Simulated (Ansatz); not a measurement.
# Work function of Fe(110): what the settings cost and change

How far do functional and pseudopotentials move the work function of Fe(110), and at what cost?

Calculated with Ansatz 0.2.0; plane-wave DFT, PBE, Ansatz PAW, in the first sound run; inputs show where later runs differ.

**What experiment says.**

“Anisotropic work function of elemental crystals” (2019, arxiv:1902.07811) quotes from earlier work for Fe (clean (110) face, a compiled value): work function (clean (110) face, a compiled value) 5.12 eV.

Report form: the programs' logs are mostly left out.

### 1. Set-up

The cell holds 7 atoms: 7 Fe. Its edges and angles: a = 2.485 Å, b = 2.485 Å, c = 30.176 Å, α = 90.0°, β = 90.0°, γ = 70.5°. Vacuum lies along c.

### 2. Slab, setting PBE, Ansatz PAW (420 eV)

A work function rests on the faint tail of the density, so the SCF threshold is tight. PBE on the default files comes first; the next runs keep the geometry and change functional or files, each at the cutoff that its files recommend; a relaxation and, for heavy metals, spin-orbit coupling close the ladder.

Contents of input.yaml:

```yaml
crystal:
  lattice:
    - [2.029396462, -1.435, 0.0]
    - [2.029396462, 1.435, 0.0]
    - [0.0, 0.0, 30.176378772]
  atoms:
    - { symbol: Fe, position: [0.0, 0.0, 0.2982465215], spin: 2.5 }
    - { symbol: Fe, position: [0.5, 0.5, 0.365497681], spin: 2.5 }
    - { symbol: Fe, position: [0.0, 0.0, 0.4327488405], spin: 2.5 }
    - { symbol: Fe, position: [0.5, 0.5, 0.5], spin: 2.5 }
    - { symbol: Fe, position: [0.0, 0.0, 0.5672511595], spin: 2.5 }
    - { symbol: Fe, position: [0.5, 0.5, 0.634502319], spin: 2.5 }
    - { symbol: Fe, position: [0.0, 0.0, 0.7017534785], spin: 2.5 }
magnetization:
  spin_polarized: true
kpoints:
  mp_grid: { grid: [17, 17, 1] }
hamiltonian:
  xc: pbe
scf:
  occupations: { method: fermi_dirac, width: 0.1 }
  convergence: { dr2_threshold: 1.0e-09 }
efield:
  axis: 3
  dipole_correction: true
  ramp_position: 0.97
  ramp_width: 0.06
output:
  write_potential: true
  write_density: true
  volumetric_format: npy
  elf: true
```

The run is started by

```sh
$ ansatz run input.yaml --threads 4 --pin off --max-ram 6144MiB --backend cpu --events-out ev --progress --plain --runs-dir out
```

Elapsed: 4.1 min, on 4 threads of Intel Xeon Platinum 8488C (Sapphire Rapids), shared host; peak memory 2.3 GiB; 14 min of CPU time.

This step gave:

| Item | Value |
| --- | --- |
| energy at zero smearing | -31361.5268 eV |
| total moment | 16.73 μB |
| site moments | 2.647, 2.390, 2.295, 2.271, 2.295, 2.390, 2.647 μB |
| work function, upper face | 4.738 eV |

Running mean over 2.029 Å of the planar mean; the ramp of the sawtooth is left out. Electron's electrostatic potential energy less the Fermi level against z:

| z (Å) | electron's electrostatic potential energy less the Fermi level (eV) |
| --- | --- |
| 3.5 | 4.74 |
| 4.0 | 4.74 |
| 4.5 | 4.74 |
| 5.0 | 4.73 |
| 5.5 | 4.72 |
| 6.0 | 4.67 |
| 6.5 | 4.49 |
| 7.0 | 3.90 |
| 7.5 | 1.68 |
| 8.0 | -3.18 |
| 8.5 | -7.80 |
| 9.0 | -9.40 |
| 9.5 | -9.51 |
| 10.0 | -9.48 |
| 10.5 | -9.47 |
| 11.0 | -9.46 |
| 11.5 | -9.43 |
| 12.0 | -9.42 |
| 12.5 | -9.41 |
| 13.0 | -9.40 |
| 13.5 | -9.39 |
| 14.0 | -9.39 |
| 14.5 | -9.39 |
| 15.0 | -9.39 |
| 15.5 | -9.39 |
| 16.0 | -9.39 |
| 16.5 | -9.39 |
| 17.0 | -9.40 |
| 17.5 | -9.41 |
| 18.0 | -9.41 |
| 18.5 | -9.43 |
| 19.0 | -9.45 |
| 19.5 | -9.47 |
| 20.0 | -9.48 |
| 20.5 | -9.50 |
| 21.0 | -9.50 |
| 21.5 | -8.72 |
| 22.0 | -5.04 |
| 22.5 | 0.196 |
| 23.0 | 3.42 |
| 23.5 | 4.36 |
| 24.0 | 4.63 |
| 24.5 | 4.71 |
| 25.0 | 4.73 |
| 25.5 | 4.73 |
| 26.0 | 4.74 |
| 26.5 | 4.74 |

Site moment by atom:

| atom | site moment (μB) |
| --- | --- |
| Fe1 | 2.65 |
| Fe2 | 2.39 |
| Fe3 | 2.29 |
| Fe4 | 2.27 |
| Fe5 | 2.29 |
| Fe6 | 2.39 |
| Fe7 | 2.65 |

Spin density in the ca plane at fractional y = 0.000, with atoms of Fe within 0.2 Å of it.

Ten even steps from '0' (0.0 e/Å³) to '9' (4.9 e/Å³), each cell a mean:
```
00000002640000000026510000000166200000000000
00000000110000000001100000000011000000000000
00000000000000000000000000000000000000000000
00000000000000000000000000000000000000000000
00000000000000000000000000000000000000000000
00000000000000000000000000000000000000000000
00000001430000000014310000000144100000000000
00000003961000000029710000000299200000000000
```
Columns run along c (16.0 Å, from fractional 0.34 to 0.87 of the cell), rows up along a (2.5 Å). Atoms in or near the plane, at fractional coordinates: Fe at (0.43, 0.00), Fe at (0.57, 0.00), Fe at (0.70, 0.00).

Electrostatic potential energy in the ca plane at fractional y = 0.000, with atoms of Fe within 0.2 Å of it. With pseudopotentials it is smooth inside the atoms' cores, unlike the true potential.

Ten even steps from '0' (-48 eV) to '9' (11 eV), each cell a mean:
```
89999961003899999620037999997200279999999999
99999974236899999842258999998522489999999999
99989997678999899986689998999866899999999999
99889999889998899998899998999988999999999999
99889998789999899988889998999887899999999999
99999985347999999864468999998644689999999999
89999962014899999720038999997300379999999999
89999851003899999610027999997200169999999999
```
Columns run along c (16.0 Å, from fractional 0.34 to 0.87 of the cell; values clipped at the 3rd and 97th percentile), rows up along a (2.5 Å). Atoms in or near the plane, at fractional coordinates: Fe at (0.43, 0.00), Fe at (0.57, 0.00), Fe at (0.70, 0.00).

ELF in the ca plane at fractional y = 0.000, with atoms of Fe within 0.2 Å of it. It is the smooth field of the valence electrons, not physical close to the nuclei.

Ten even steps from '0' (0.00) to '9' (0.84), each cell a mean:
```
24334326873233343258842333332488521100000000
33333323542233333235522333332255311110000000
33333422222333334322223432343222222210000000
43333443233443334432234433344322333210000000
43333432222443334322224433343222222210000000
33333322432333233224322332332234211110000000
24333325763233333247732333332477411100000000
24334227984234343269952343432599621100000000
```
Columns run along c (16.0 Å, from fractional 0.34 to 0.87 of the cell), rows up along a (2.5 Å). Atoms in or near the plane, at fractional coordinates: Fe at (0.43, 0.00), Fe at (0.57, 0.00), Fe at (0.70, 0.00).

The work function is 4.738 eV.

### 3. Slab

This step: plane-wave DFT, LDA, Ansatz PAW (Ansatz 0.2.0).

Edit input.yaml of step 2 so:

```diff
@@ -18,3 +18,3 @@
 hamiltonian:
-  xc: pbe
+  xc: lda
 scf:
@@ -31,2 +31 @@
   volumetric_format: npy
-  elf: true
```

It took 4.8 min on 4 threads; peak memory 2.3 GiB; 14 min of CPU time.

The work function is 5.083 eV, +0.345 eV from the run “PBE, Ansatz PAW (420 eV)”, at 1.0 times its CPU time.

### 4. Slab

This step: plane-wave DFT, PBEsol, Ansatz PAW (Ansatz 0.2.0).

Edit input.yaml of step 3 so:

```diff
@@ -18,3 +18,3 @@
 hamiltonian:
-  xc: lda
+  xc: pbesol
 scf:
```

The job ended after 3.4 min (4 threads; peak memory 2.3 GiB).

The work function is 4.847 eV, +0.109 eV from the run “PBE, Ansatz PAW (420 eV)”, at 0.84 times its CPU time.

### 5. Slab

This step: plane-wave DFT, RPBE, Ansatz PAW (Ansatz 0.2.0).

Edit input.yaml of step 4 so:

```diff
@@ -18,3 +18,3 @@
 hamiltonian:
-  xc: pbesol
+  xc: rpbe
 scf:
```

Run time: 3.7 min. Hardware: 4 threads; peak memory 2.3 GiB.

The work function is 4.574 eV, -0.164 eV from the run “PBE, Ansatz PAW (420 eV)”, at 0.87 times its CPU time.

### 6. Slab

This step: plane-wave DFT, r2SCAN, Ansatz PAW (Ansatz 0.2.0).

Edit input.yaml of step 5 so:

```diff
@@ -18,3 +18,3 @@
 hamiltonian:
-  xc: rpbe
+  xc: r2scan
 scf:
```

Elapsed: 6 min, on 4 threads; peak memory 3.1 GiB; 21 min of CPU time.

The work function is 4.846 eV, +0.109 eV from the run “PBE, Ansatz PAW (420 eV)”, at 1.5 times its CPU time.

### 7. Slab

This step: plane-wave DFT, PBE, JTH PAW (Ansatz 0.2.0).

Edit input.yaml of step 6 so:

```diff
@@ -18,3 +18,4 @@
 hamiltonian:
-  xc: r2scan
+  xc: pbe
+  pseudopotentials: { kind: paw, source: jth }
 scf:
```

Elapsed: 6.8 min, on 4 threads; peak memory 5.3 GiB.

The work function is 4.744 eV, +0.007 eV from the run “PBE, Ansatz PAW (420 eV)”, at 1.8 times its CPU time.

### 8. Run

This step: plane-wave DFT, PBE, norm-conserving (Ansatz 0.2.0).

Edit input.yaml of step 7 so:

```diff
@@ -19,3 +19,3 @@
   xc: pbe
-  pseudopotentials: { kind: paw, source: jth }
+  pseudopotentials: { kind: nc }
 scf:
```

It took 5.6 min on 4 threads; peak memory 5.2 GiB; 22 min of CPU time.

The work function is 4.744 eV, +0.006 eV from the run “PBE, Ansatz PAW (420 eV)”, at 1.5 times its CPU time.

### 9. Run

This step: plane-wave DFT, LDA, norm-conserving (Ansatz 0.2.0).

Edit input.yaml of step 8 so:

```diff
@@ -18,3 +18,3 @@
 hamiltonian:
-  xc: pbe
+  xc: lda
   pseudopotentials: { kind: nc }
```

The job ended after 11 min (4 threads; peak memory 5.3 GiB).

The work function is 5.072 eV, +0.334 eV from the run “PBE, Ansatz PAW (420 eV)”, at 2.5 times its CPU time.

### 10. Run, setting PBE, all layers relaxed

This step: plane-wave DFT, PBE, Ansatz PAW (Ansatz 0.2.0).

Edit input.yaml of step 9 so:

```diff
@@ -18,4 +18,3 @@
 hamiltonian:
-  xc: lda
-  pseudopotentials: { kind: nc }
+  xc: pbe
 scf:
@@ -28,2 +27,5 @@
   ramp_width: 0.06
+relax:
+  f_tol: 0.01
+  max_steps: 40
 output:
```

Elapsed: 9.8 min, on 4 threads; peak memory 1.8 GiB.

The relaxation took 4 steps and lowered the energy by 0.039 eV; the largest force on the free atoms ends at 5.5e-4 eV/Å.

The work function is 4.722 eV, -0.015 eV from the run “PBE, Ansatz PAW (420 eV)”, at 2.4 times its CPU time.

### 11. Side by side

Times are for 4 threads of Intel Xeon Platinum 8488C (Sapphire Rapids), shared host. Results by setting:

| no. | setting | work function, upper face (eV) | time | memory (GiB) |
| --- | --- | --- | --- | --- |
| 1 | PBE, Ansatz PAW (420 eV) | 4.738 | 4.1 min | 2.3 |
| 2 | LDA, Ansatz PAW (420 eV) | 5.083 | 4.8 min | 2.3 |
| 3 | PBEsol, Ansatz PAW (420 eV) | 4.847 | 3.4 min | 2.3 |
| 4 | RPBE, Ansatz PAW (420 eV) | 4.574 | 3.7 min | 2.3 |
| 5 | r2SCAN, Ansatz PAW (500 eV) | 4.846 | 6 min | 3.1 |
| 6 | PBE, JTH PAW (1320 eV) | 4.744 | 6.8 min | 5.3 |
| 7 | PBE, norm-conserving (1225 eV) | 4.744 | 5.6 min | 5.2 |
| 8 | LDA, norm-conserving (1225 eV) | 5.072 | 11 min | 5.3 |
| 9 | PBE, all layers relaxed | 4.722 | 9.8 min | 1.8 |

### 12. The same run with other settings

An input spoilt on purpose, to show how the run answers: it repeats the earlier run “PBE, Ansatz PAW (420 eV)” with efield.amplitude to 0 and efield.dipole_correction from true to false, and scf.max_iter set to 80; its output block differs too.

Edit input.yaml of step 10 so:

```diff
@@ -22,10 +22,9 @@
   convergence: { dr2_threshold: 1.0e-09 }
+  max_iter: 80
 efield:
   axis: 3
-  dipole_correction: true
+  dipole_correction: false
   ramp_position: 0.97
   ramp_width: 0.06
-relax:
-  f_tol: 0.01
-  max_steps: 40
+  amplitude: 0
 output:
```

It took 0.05 s on 4 threads; peak memory 0.043 GiB.

The program refused the input before any cycle.

The program's message: “Error: invalid value for `efield.amplitude`: is zero with dipole_correction: false — the section would apply nothing; set a non-zero amplitude, enable dipole_correction, or remove the block”

The fault put into the input: a field block that applies nothing.

### 13. What came out

```
work function, PBE, Ansatz PAW (420 eV)    : 4.738 eV
work function, LDA, Ansatz PAW (420 eV)    : 5.083 eV
work function, RPBE, Ansatz PAW (420 eV)   : 4.574 eV
work function, r2SCAN, Ansatz PAW (500 eV) : 4.846 eV
work function, PBE, all layers relaxed     : 4.722 eV
```

What this shows: PBE on the default files gives 4.74 eV, and the settings tried spread the value from 4.57 to 5.08 eV. At one geometry LDA lies 0.34 eV above PBE. The choice of pseudopotentials moves the PBE value by 0.007 eV. Relaxing the layers changes it by -0.015 eV. The ladder's slabs use the tabulated experimental lattice constant (two decimals; a low-temperature value for the alkali metals). The magnetic order is the one reached from the typed start; other orders were not compared.

Calculation against experiment:

| quantity | measured | PBE, Ansatz PAW (420 eV) | LDA, Ansatz PAW (420 eV) | PBEsol, Ansatz PAW (420 eV) | RPBE, Ansatz PAW (420 eV) | r2SCAN, Ansatz PAW (500 eV) | LDA, norm-conserving (1225 eV) | PBE, all layers relaxed |
| --- | --- | --- | --- | --- | --- | --- | --- | --- |
| work function (clean (110) face, a compiled value) (eV) | 5.12 | 4.74 (-0.38 eV) | 5.08 (-0.04 eV) | 4.85 (-0.27 eV) | 4.57 (-0.55 eV) | 4.85 (-0.27 eV) | 5.07 (-0.05 eV) | 4.72 (-0.40 eV) |

Measured values from arxiv:1902.07811 (2019).

How well it matches: For the work function, of the levels listed nearest comes LDA, Ansatz PAW (420 eV) (-0.04 eV, good agreement) and farthest RPBE, Ansatz PAW (420 eV) (-0.55 eV, a clear miss). The grades are ours: good and fair within 3 and 7 % for the work function.

[Logs are printed without paths, hosts, clocks, repeated set-up lines and the standing remarks that a program may print on its own settings, such as how far it seeks lower states.]

[Hosts, paths, dates, database ids (printed as entryN), source tags and the programs' standing remarks are cut or masked in the printed files.]

[Maps of the electrostatic potential energy from Ansatz leave out the sawtooth potential of an applied field or a dipole correction, so their vacuum need not be flat; planar profiles and work functions include it.]
